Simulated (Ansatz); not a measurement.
# Which site? a vacancy of P in AlP(100) slab, H on both faces (108 atoms), part 2 of 4

At which site of AlP(100) slab, H on both faces (108 atoms) does a vacancy of P cost least, and what about the site decides it?

Ansatz 0.2.0; Kohn-Sham DFT, PBE, PAW (set soft_2), plane waves.

The cell: 36 Al, 36 P and 36 H. Caps of real hydrogen don't mimic the fractional bonds of a polar compound. Sampling is at Γ alone, for a cell whose shortest periodic width is 12 Å.

So far. Step 2 (Single point at the start): The r.m.s. force at the start is 0.45 eV/Å.

### 3. Relaxation

The atoms are relaxed in the fixed cell, aiming at the force tolerance of the input.

Input file input.yaml:

```yaml
crystal:
  lattice:
    - [11.58877, 0.0, 0.0]
    - [0.0, 11.58877, 0.0]
    - [0.0, 0.0, 21.2923]
  atoms:
    [... the 108 atom lines of step 2 ...]
kpoints:
  mp_grid: { grid: [1, 1, 1] }
hamiltonian:
  xc: pbe
scf:
  occupations: { method: gaussian, width: 0.05 }
output:
  forces: true
relax:
  f_tol: 0.05
  max_steps: 120
```

Run with:

```console
$ ansatz run input.yaml --threads 4 --pin off --max-ram 8192MiB --backend cpu --events-out ev --progress --plain --runs-dir out
```

Numbers of over 12 decimals in the logs are rounded to 6 here.

The log of the run:

```text
[...]
Crystal: 108 atoms, lattice volume = 2859.547 Å³
Basis set: ecut = 420 eV, 55887 PW (Γ), exchange–correlation on 160×160×288 points (8 copies of the dense FFT grid, shifted against one another)
Bands: 270, of which v1, the nominal top of the filled ones, is band 162 counted from 1 (161 counted from 0)
Symmetry: 1 space group operations
[...]
k-points: 1
[...]
SCF iter   1: F=—  HF=-47141.491373 eV  |F-HF|=—  |Δ(HF+E_count)|=         —  Δρ=8.52e-3  dr2=4.21e1  ethr=1.77e-3  ⟨swp⟩=8.0  Hψ=1552  notcnv=0  defer=63
[...]
SCF iter  19: F=-47139.349966 eV  HF=-47139.350010 eV  |F-HF|=4.40e-5  |Δ(HF+E_count)|=   2.38e-7  Δρ=2.50e-5  dr2=5.92e-5  ethr=1.93e-8  ⟨swp⟩=3.0  Hψ=710  notcnv=0
SCF 1 converged in 19 iterations: F = -47139.349966 eV  dr2 = 5.92e-5
[...]
relax step   1: F+E_penalty+E_count = -47139.34996632 eV  Δ(F+E_penalty+E_count) = +0.000e0 eV  max|allowed force component| = 2.001e0 eV/Å  Δτ_max = 0.0000 Å  (19 SCF iters, dr2 threshold 6.25e-5 eV, accepted)
[...]
relax step   2: F+E_penalty+E_count = -47141.53948849 eV  Δ(F+E_penalty+E_count) = -2.190e0 eV  max|allowed force component| = 5.954e-1 eV/Å  Δτ_max = 0.1947 Å  (31 SCF iters, dr2 threshold 1.00e-4 eV, accepted)
[...]
relax step   3: F+E_penalty+E_count = -47141.76574652 eV  Δ(F+E_penalty+E_count) = -2.263e-1 eV  max|allowed force component| = 6.130e-1 eV/Å  Δτ_max = 0.1949 Å  (19 SCF iters, dr2 threshold 2.22e-5 eV, accepted)
relax step   4: F+E_penalty+E_count = -47142.04678265 eV  Δ(F+E_penalty+E_count) = -2.810e-1 eV  max|allowed force component| = 3.503e-1 eV/Å  Δτ_max = 0.2000 Å  (20 SCF iters, dr2 threshold 3.33e-5 eV, accepted)
relax step   5: F+E_penalty+E_count = -47142.42705194 eV  Δ(F+E_penalty+E_count) = -3.803e-1 eV  max|allowed force component| = 4.871e-1 eV/Å  Δτ_max = 0.1953 Å  (19 SCF iters, dr2 threshold 4.01e-5 eV, accepted)
relax step   6: F+E_penalty+E_count = -47142.98866525 eV  Δ(F+E_penalty+E_count) = -5.616e-1 eV  max|allowed force component| = 7.987e-1 eV/Å  Δτ_max = 0.1953 Å  (14 SCF iters, dr2 threshold 7.75e-5 eV, accepted)
relax step   7: F+E_penalty+E_count = -47143.57783781 eV  Δ(F+E_penalty+E_count) = -5.892e-1 eV  max|allowed force component| = 1.084e0 eV/Å  Δτ_max = 0.1952 Å  (13 SCF iters, dr2 threshold 1.00e-4 eV, accepted)
relax step   8: F+E_penalty+E_count = -47144.36749621 eV  Δ(F+E_penalty+E_count) = -7.897e-1 eV  max|allowed force component| = 1.204e0 eV/Å  Δτ_max = 0.1976 Å  (14 SCF iters, dr2 threshold 1.00e-4 eV, accepted)
relax step   9: F+E_penalty+E_count = -47145.37720545 eV  Δ(F+E_penalty+E_count) = -1.010e0 eV  max|allowed force component| = 1.578e0 eV/Å  Δτ_max = 0.1979 Å  (15 SCF iters, dr2 threshold 1.00e-4 eV, accepted)
relax step  10: F+E_penalty+E_count = -47146.51062543 eV  Δ(F+E_penalty+E_count) = -1.133e0 eV  max|allowed force component| = 3.536e0 eV/Å  Δτ_max = 0.1953 Å  (11 SCF iters, dr2 threshold 1.00e-4 eV, accepted)
relax step  11: F+E_penalty+E_count = -47147.71708071 eV  Δ(F+E_penalty+E_count) = -1.206e0 eV  max|allowed force component| = 1.477e0 eV/Å  Δτ_max = 0.1946 Å  (10 SCF iters, dr2 threshold 1.00e-4 eV, accepted)
relax step  12: F+E_penalty+E_count = -47148.84657823 eV  Δ(F+E_penalty+E_count) = -1.129e0 eV  max|allowed force component| = 9.527e-1 eV/Å  Δτ_max = 0.1997 Å  (7 SCF iters, dr2 threshold 1.00e-4 eV, accepted)
relax step  13: F+E_penalty+E_count = -47149.52177375 eV  Δ(F+E_penalty+E_count) = -6.752e-1 eV  max|allowed force component| = 1.162e0 eV/Å  Δτ_max = 0.1951 Å  (6 SCF iters, dr2 threshold 1.00e-4 eV, accepted)
relax step  14: F+E_penalty+E_count = -47150.01714222 eV  Δ(F+E_penalty+E_count) = -4.954e-1 eV  max|allowed force component| = 4.152e-1 eV/Å  Δτ_max = 0.1950 Å  (6 SCF iters, dr2 threshold 1.00e-4 eV, accepted)
relax step  15: F+E_penalty+E_count = -47150.32852640 eV  Δ(F+E_penalty+E_count) = -3.114e-1 eV  max|allowed force component| = 3.677e-1 eV/Å  Δτ_max = 0.1951 Å  (6 SCF iters, dr2 threshold 2.20e-5 eV, accepted)
relax step  16: F+E_penalty+E_count = -47150.57960057 eV  Δ(F+E_penalty+E_count) = -2.511e-1 eV  max|allowed force component| = 3.908e-1 eV/Å  Δτ_max = 0.1959 Å  (6 SCF iters, dr2 threshold 1.73e-5 eV, accepted)
relax step  17: F+E_penalty+E_count = -47150.84789333 eV  Δ(F+E_penalty+E_count) = -2.683e-1 eV  max|allowed force component| = 3.952e-1 eV/Å  Δτ_max = 0.2000 Å  (6 SCF iters, dr2 threshold 1.00e-4 eV, accepted)
relax step  18: F+E_penalty+E_count = -47151.04176452 eV  Δ(F+E_penalty+E_count) = -1.939e-1 eV  max|allowed force component| = 3.275e-1 eV/Å  Δτ_max = 0.1949 Å  (5 SCF iters, dr2 threshold 1.00e-4 eV, accepted)
relax step  19: F+E_penalty+E_count = -47151.21135912 eV  Δ(F+E_penalty+E_count) = -1.696e-1 eV  max|allowed force component| = 2.781e-1 eV/Å  Δτ_max = 0.2000 Å  (6 SCF iters, dr2 threshold 7.37e-5 eV, accepted)
relax step  20: F+E_penalty+E_count = -47151.38311269 eV  Δ(F+E_penalty+E_count) = -1.718e-1 eV  max|allowed force component| = 1.372e-1 eV/Å  Δτ_max = 0.1950 Å  (5 SCF iters, dr2 threshold 5.31e-5 eV, accepted)
relax step  21: F+E_penalty+E_count = -47151.48681095 eV  Δ(F+E_penalty+E_count) = -1.037e-1 eV  max|allowed force component| = 8.754e-2 eV/Å  Δτ_max = 0.1959 Å  (7 SCF iters, dr2 threshold 4.58e-6 eV, accepted)
relax step  22: F+E_penalty+E_count = -47151.56409979 eV  Δ(F+E_penalty+E_count) = -7.729e-2 eV  max|allowed force component| = 1.873e-1 eV/Å  Δτ_max = 0.1984 Å  (9 SCF iters, accepted)
relax step  23: F+E_penalty+E_count = -47151.60146735 eV  Δ(F+E_penalty+E_count) = -3.737e-2 eV  max|allowed force component| = 3.002e-1 eV/Å  Δτ_max = 0.1951 Å  (7 SCF iters, dr2 threshold 1.43e-5 eV, accepted)
relax step  24: F+E_penalty+E_count = -47151.63392599 eV  Δ(F+E_penalty+E_count) = -3.246e-2 eV  max|allowed force component| = 1.474e-1 eV/Å  Δτ_max = 0.2000 Å  (6 SCF iters, dr2 threshold 9.01e-5 eV, accepted)
relax step  25: F+E_penalty+E_count = -47151.65295802 eV  Δ(F+E_penalty+E_count) = -1.903e-2 eV  max|allowed force component| = 3.120e-1 eV/Å  Δτ_max = 0.1380 Å  (7 SCF iters, dr2 threshold 5.24e-6 eV, accepted)
relax step  26: F+E_penalty+E_count = -47151.66548020 eV  Δ(F+E_penalty+E_count) = -1.252e-2 eV  max|allowed force component| = 3.790e-1 eV/Å  Δτ_max = 0.0925 Å  (6 SCF iters, dr2 threshold 2.35e-5 eV, accepted)
relax step  27: F+E_penalty+E_count = -47151.67842558 eV  Δ(F+E_penalty+E_count) = -1.295e-2 eV  max|allowed force component| = 4.121e-1 eV/Å  Δτ_max = 0.0951 Å  (5 SCF iters, dr2 threshold 1.00e-4 eV, accepted)
relax step  28: F+E_penalty+E_count = -47151.69307375 eV  Δ(F+E_penalty+E_count) = -1.465e-2 eV  max|allowed force component| = 3.337e-1 eV/Å  Δτ_max = 0.1081 Å  (5 SCF iters, dr2 threshold 1.00e-4 eV, accepted)
relax step  29: F+E_penalty+E_count = -47151.69952146 eV  Δ(F+E_penalty+E_count) = -6.448e-3 eV  max|allowed force component| = 1.941e-1 eV/Å  Δτ_max = 0.2000 Å  (6 SCF iters, dr2 threshold 7.30e-5 eV, accepted)
relax step  30: F+E_penalty+E_count = -47151.71129492 eV  Δ(F+E_penalty+E_count) = -1.177e-2 eV  max|allowed force component| = 7.996e-2 eV/Å  Δτ_max = 0.1041 Å  (6 SCF iters, dr2 threshold 1.28e-5 eV, accepted)
relax step  31: F+E_penalty+E_count = -47151.72197076 eV  Δ(F+E_penalty+E_count) = -1.068e-2 eV  max|allowed force component| = 1.403e-1 eV/Å  Δτ_max = 0.2000 Å  (9 SCF iters, accepted)
relax step  32: F+E_penalty+E_count = -47151.72792097 eV  Δ(F+E_penalty+E_count) = -5.950e-3 eV  max|allowed force component| = 4.085e-1 eV/Å  Δτ_max = 0.1067 Å  (6 SCF iters, dr2 threshold 3.34e-6 eV, accepted)
relax step  33: F+E_penalty+E_count = -47151.73140675 eV  Δ(F+E_penalty+E_count) = -3.486e-3 eV  max|allowed force component| = 3.566e-1 eV/Å  Δτ_max = 0.1137 Å  (5 SCF iters, dr2 threshold 1.00e-4 eV, accepted)
relax step  34: F+E_penalty+E_count = -47151.73769857 eV  Δ(F+E_penalty+E_count) = -6.292e-3 eV  max|allowed force component| = 1.616e-1 eV/Å  Δτ_max = 0.0674 Å  (4 SCF iters, dr2 threshold 9.69e-5 eV, accepted)
relax step  35: F+E_penalty+E_count = -47151.73143048 eV  Δ(F+E_penalty+E_count) = +6.268e-3 eV  max|allowed force component| = 1.482e-1 eV/Å  Δτ_max = 0.1570 Å  (7 SCF iters, dr2 threshold 5.36e-6 eV, rejected (line search))
relax step  36: F+E_penalty+E_count = -47151.74240068 eV  Δ(F+E_penalty+E_count) = -4.702e-3 eV  max|allowed force component| = 3.125e-2 eV/Å  Δτ_max = 0.0759 Å  (9 SCF iters, accepted)
relax step  37: F+E_penalty+E_count = -47151.74393070 eV  Δ(F+E_penalty+E_count) = -1.530e-3 eV  max|allowed force component| = 6.259e-2 eV/Å  Δτ_max = 0.0707 Å  (8 SCF iters, accepted)
relax step  38: F+E_penalty+E_count = -47151.74574813 eV  Δ(F+E_penalty+E_count) = -1.817e-3 eV  max|allowed force component| = 7.448e-2 eV/Å  Δτ_max = 0.0376 Å  (7 SCF iters, accepted)
relax step  39: F+E_penalty+E_count = -47151.74684228 eV  Δ(F+E_penalty+E_count) = -1.094e-3 eV  max|allowed force component| = 3.793e-2 eV/Å  Δτ_max = 0.0328 Å  (5 SCF iters, dr2 threshold 5.55e-6 eV, accepted)
[...]
relax step  40: F+E_penalty+E_count = -47151.74684391 eV  Δ(F+E_penalty+E_count) = -1.623e-6 eV  max|allowed force component| = 3.786e-2 eV/Å  Δτ_max = 0.0000 Å  (3 SCF iters, accepted)
SCF converged after 3 iterations
Free energy (F): -47151.746844 eV
[...]
Internal energy: -47151.746844 eV  (E = F + TS)
E sigma→0 (E₀):  -47151.746844 eV
Fermi energy:    2.327445 eV
[...]
--- Forces (eV/Å), atoms counted from 1 ---
  atom   1  Al     0.00367923    -0.00056932    -0.00546819
  atom   2  P     -0.01671196    -0.00149999    -0.03786246
  atom   3  Al    -0.00225457    -0.00037651     0.00028235
  atom   4  P     -0.00167456    -0.00428798     0.00111237
  atom   5  Al     0.00121682     0.00027972     0.00141949
  atom   6  P      0.00227843    -0.00023380    -0.00110106
  atom   7  Al    -0.00178809    -0.00012018     0.00065931
  atom   8  P      0.00092242    -0.00206857    -0.00076322
  atom   9  Al     0.01104286     0.00433677    -0.00202707
  atom  10  P     -0.01839941     0.00117224     0.00917440
  atom  11  Al    -0.00185462    -0.00078827    -0.00001915
  atom  12  P      0.00234136    -0.00331311     0.00243578
  atom  13  Al     0.00111727     0.00015309    -0.00025721
  atom  14  P      0.00231063     0.00037790    -0.00043419
[...]
atom 107  H      0.00021726     0.00019489    -0.00080994
  atom 108  H     -0.00013733     0.00134275    -0.00029533
  max |Σ_I F_I| component: 8.02e-5 eV/Å
--- Relaxed structure (40 steps of the walk, 39 accepted, 0 SCFs on fresh bases) ---
  F+E_penalty+E_count = -47151.74684391 eV   max|allowed force component| = 3.786e-2 eV/Å
  atoms:
    - { symbol: Al, position: [0.277106, 0.166087, 0.343029] }
    - { symbol: P, position: [0.263505, 0.337617, 0.281926] }
    - { symbol: Al, position: [0.109353, 0.336056, 0.467496] }
    - { symbol: P, position: [0.110912, 0.165791, 0.404863] }
[...]
- { symbol: H, position: [0.764822, -0.00013316, 0.799277] }
```

It took 6.9 min on 4 threads of Intel Xeon Platinum 8488C (Sapphire Rapids), shared host; peak memory 2.7 GiB; 26 min of CPU time.

The relaxation converged after 40 steps, 12.4 eV below its start, with a largest force component of 0.038 eV/Å.

### 4. Single point at the relaxed geometry

One more single point at the end of the walk gives the fuller output and checks the residual forces.

Input file input.yaml:

```yaml
crystal:
  lattice:
    - [11.58877, 0.0, 0.0]
    - [0.0, 11.58877, 0.0]
    - [0.0, 0.0, 21.2923]
  atoms:
    - { symbol: Al, position: [0.27711, 0.16609, 0.34303] }
    - { symbol: P, position: [0.26351, 0.33762, 0.28193] }
    - { symbol: Al, position: [0.10935, 0.33606, 0.4675] }
    - { symbol: P, position: [0.11091, 0.16579, 0.40486] }
    - { symbol: Al, position: [0.27149, 0.167, 0.59655] }
    - { symbol: P, position: [0.27615, 0.33272, 0.53] }
    [... 96 atom lines left out ...]
    - { symbol: H, position: [0.62328, 0.66025, 0.75272] }
    - { symbol: H, position: [0.81164, 0.66228, 0.79612] }
    - { symbol: H, position: [0.90622, 0.00121, 0.22244] }
    - { symbol: H, position: [0.07733, 0.99907, 0.25874] }
    - { symbol: H, position: [0.94019, 0.99949, 0.71819] }
    - { symbol: H, position: [0.76482, 0.99987, 0.79928] }
kpoints:
  mp_grid: { grid: [1, 1, 1] }
hamiltonian:
  xc: pbe
scf:
  occupations: { method: gaussian, width: 0.05 }
output:
  forces: true
  populations: true
  dos:
    method: { smearing: { sigma: 0.08 } }
    de: 0.1
    projected:
      site_lists:
        Al: [Al]
        H: [H]
        P: [P]
        slab: [0, 1, 2, 3, 4, 5, 6, 7, 8, 9, 10, 11, 12, 13, 14, 15, 16, 17, 18, 19, 20, 21, 22, 23, 24, 25, 26, 27, 28, 29, 30, 31, 32, 33, 34, 35, 36, 37, 38, 39, 40, 41, 42, 43, 44, 45, 46, 47, 48, 49, 50, 51, 52, 53, 54, 55, 56, 57, 58, 59, 60, 61, 62, 63, 64, 65, 66, 67, 68, 69, 70, 71]
        hydrogen: [72, 73, 74, 75, 76, 77, 78, 79, 80, 81, 82, 83, 84, 85, 86, 87, 88, 89, 90, 91, 92, 93, 94, 95, 96, 97, 98, 99, 100, 101, 102, 103, 104, 105, 106, 107]
  eigenvalues: true
  write_density: true
  write_potential: true
  volumetric_format: npy
```

The log of the run:

```text
[...]
Crystal: 108 atoms, lattice volume = 2859.547 Å³
Basis set: ecut = 420 eV, 55887 PW (Γ), exchange–correlation on 160×160×288 points (8 copies of the dense FFT grid, shifted against one another)
Bands: 270, of which v1, the nominal top of the filled ones, is band 162 counted from 1 (161 counted from 0)
Symmetry: 1 space group operations
[...]
k-points: 1
[...]
SCF iter   1: F=—  HF=-47152.058563 eV  |F-HF|=—  |Δ(HF+E_count)|=         —  Δρ=2.95e-3  dr2=1.41e0  ethr=1.77e-3  ⟨swp⟩=9.0  Hψ=1697  notcnv=0  defer=52
[...]
SCF iter  10: F=-47151.746841 eV  HF=-47151.746841 eV  |F-HF|=5.19e-8  |Δ(HF+E_count)|=   7.51e-8  Δρ=6.52e-7  dr2=8.16e-8  ethr=3.09e-11  ⟨swp⟩=28.0  Hψ=3018  notcnv=0
SCF 1 converged in 10 iterations: F = -47151.746841 eV  dr2 = 8.16e-8
[...]
WARN: The output density's exchange-correlation potential varies sharply where the density is thin. Do not read a vacuum level from v_tot or v_xc, or from such a field of the output density. On a cell that repeats whose density bears no net charge and no dipole along the vacuum's axis use v_es (v_loc + v_h of the components); [...]
SCF converged after 10 iterations
Free energy (F): -47151.746841 eV
[...]
Internal energy: -47151.746841 eV  (E = F + TS)
E sigma→0 (E₀):  -47151.746841 eV
Fermi energy:    2.327564 eV
[...]
--- Forces (eV/Å), atoms counted from 1 ---
  atom   1  Al     0.00301828    -0.00111162    -0.00575854
  atom   2  P     -0.01755824    -0.00147801    -0.03787759
  atom   3  Al    -0.00147052    -0.00156436    -0.00108955
  atom   4  P     -0.00120876    -0.00421816     0.00254485
  atom   5  Al     0.00184322     0.00131304     0.00162452
  atom   6  P      0.00296144    -0.00098704    -0.00065169
  atom   7  Al    -0.00250381    -0.00014254    -0.00182953
  atom   8  P     -0.00001348    -0.00207905    -0.00124386
  atom   9  Al     0.01044320     0.00445148    -0.00225705
  atom  10  P     -0.01779494     0.00030875     0.00869762
  atom  11  Al    -0.00134892    -0.00112035    -0.00032033
  atom  12  P      0.00175793    -0.00240037     0.00143837
  atom  13  Al     0.00144113    -0.00006834    -0.00026371
  atom  14  P      0.00275679     0.00071165    -0.00146890
[...]
atom 107  H      0.00017548     0.00016798    -0.00088641
  atom 108  H      0.00012274     0.00124244    -0.00164578
  max |Σ_I F_I| component: 2.49e-4 eV/Å
--- Band table (eV) ---
[...]
--- Löwdin populations: 108 sites ---
  site symbol       q [e]
     0     Al      2.6529
     1      P      4.9172
     2     Al      2.6109
[...]
107      H      1.1832
  spilling = 0.010862 (of n_electrons = 324.000000)
```

Elapsed: 31 s, on 4 threads; peak memory 2.7 GiB.

The program notes that the exchange-correlation potential is rough where the density is thin.

Numbers from this run:

```
free energy                                      : -47151.7468 eV
free energy per atom                             : -436.5902 eV/atom
SCF cycles                                       : 10
r.m.s. force component                           : 0.00683 eV/Å
longest force                                    : 0.04331 eV/Å
Fermi energy                                     : 2.328 eV
gap (highest filled to lowest empty level) : 0.6349 eV
spilling of the projection                       : 0.01086
```

(Continued in part 3 of 4.)

[Logs are printed without paths, hosts, clocks, repeated set-up lines and the standing remarks that a program may print on its own settings, such as how far it seeks lower states.]

[Hosts, paths, dates, database ids (printed as entryN), source tags and the programs' standing remarks are cut or masked in the printed files.]
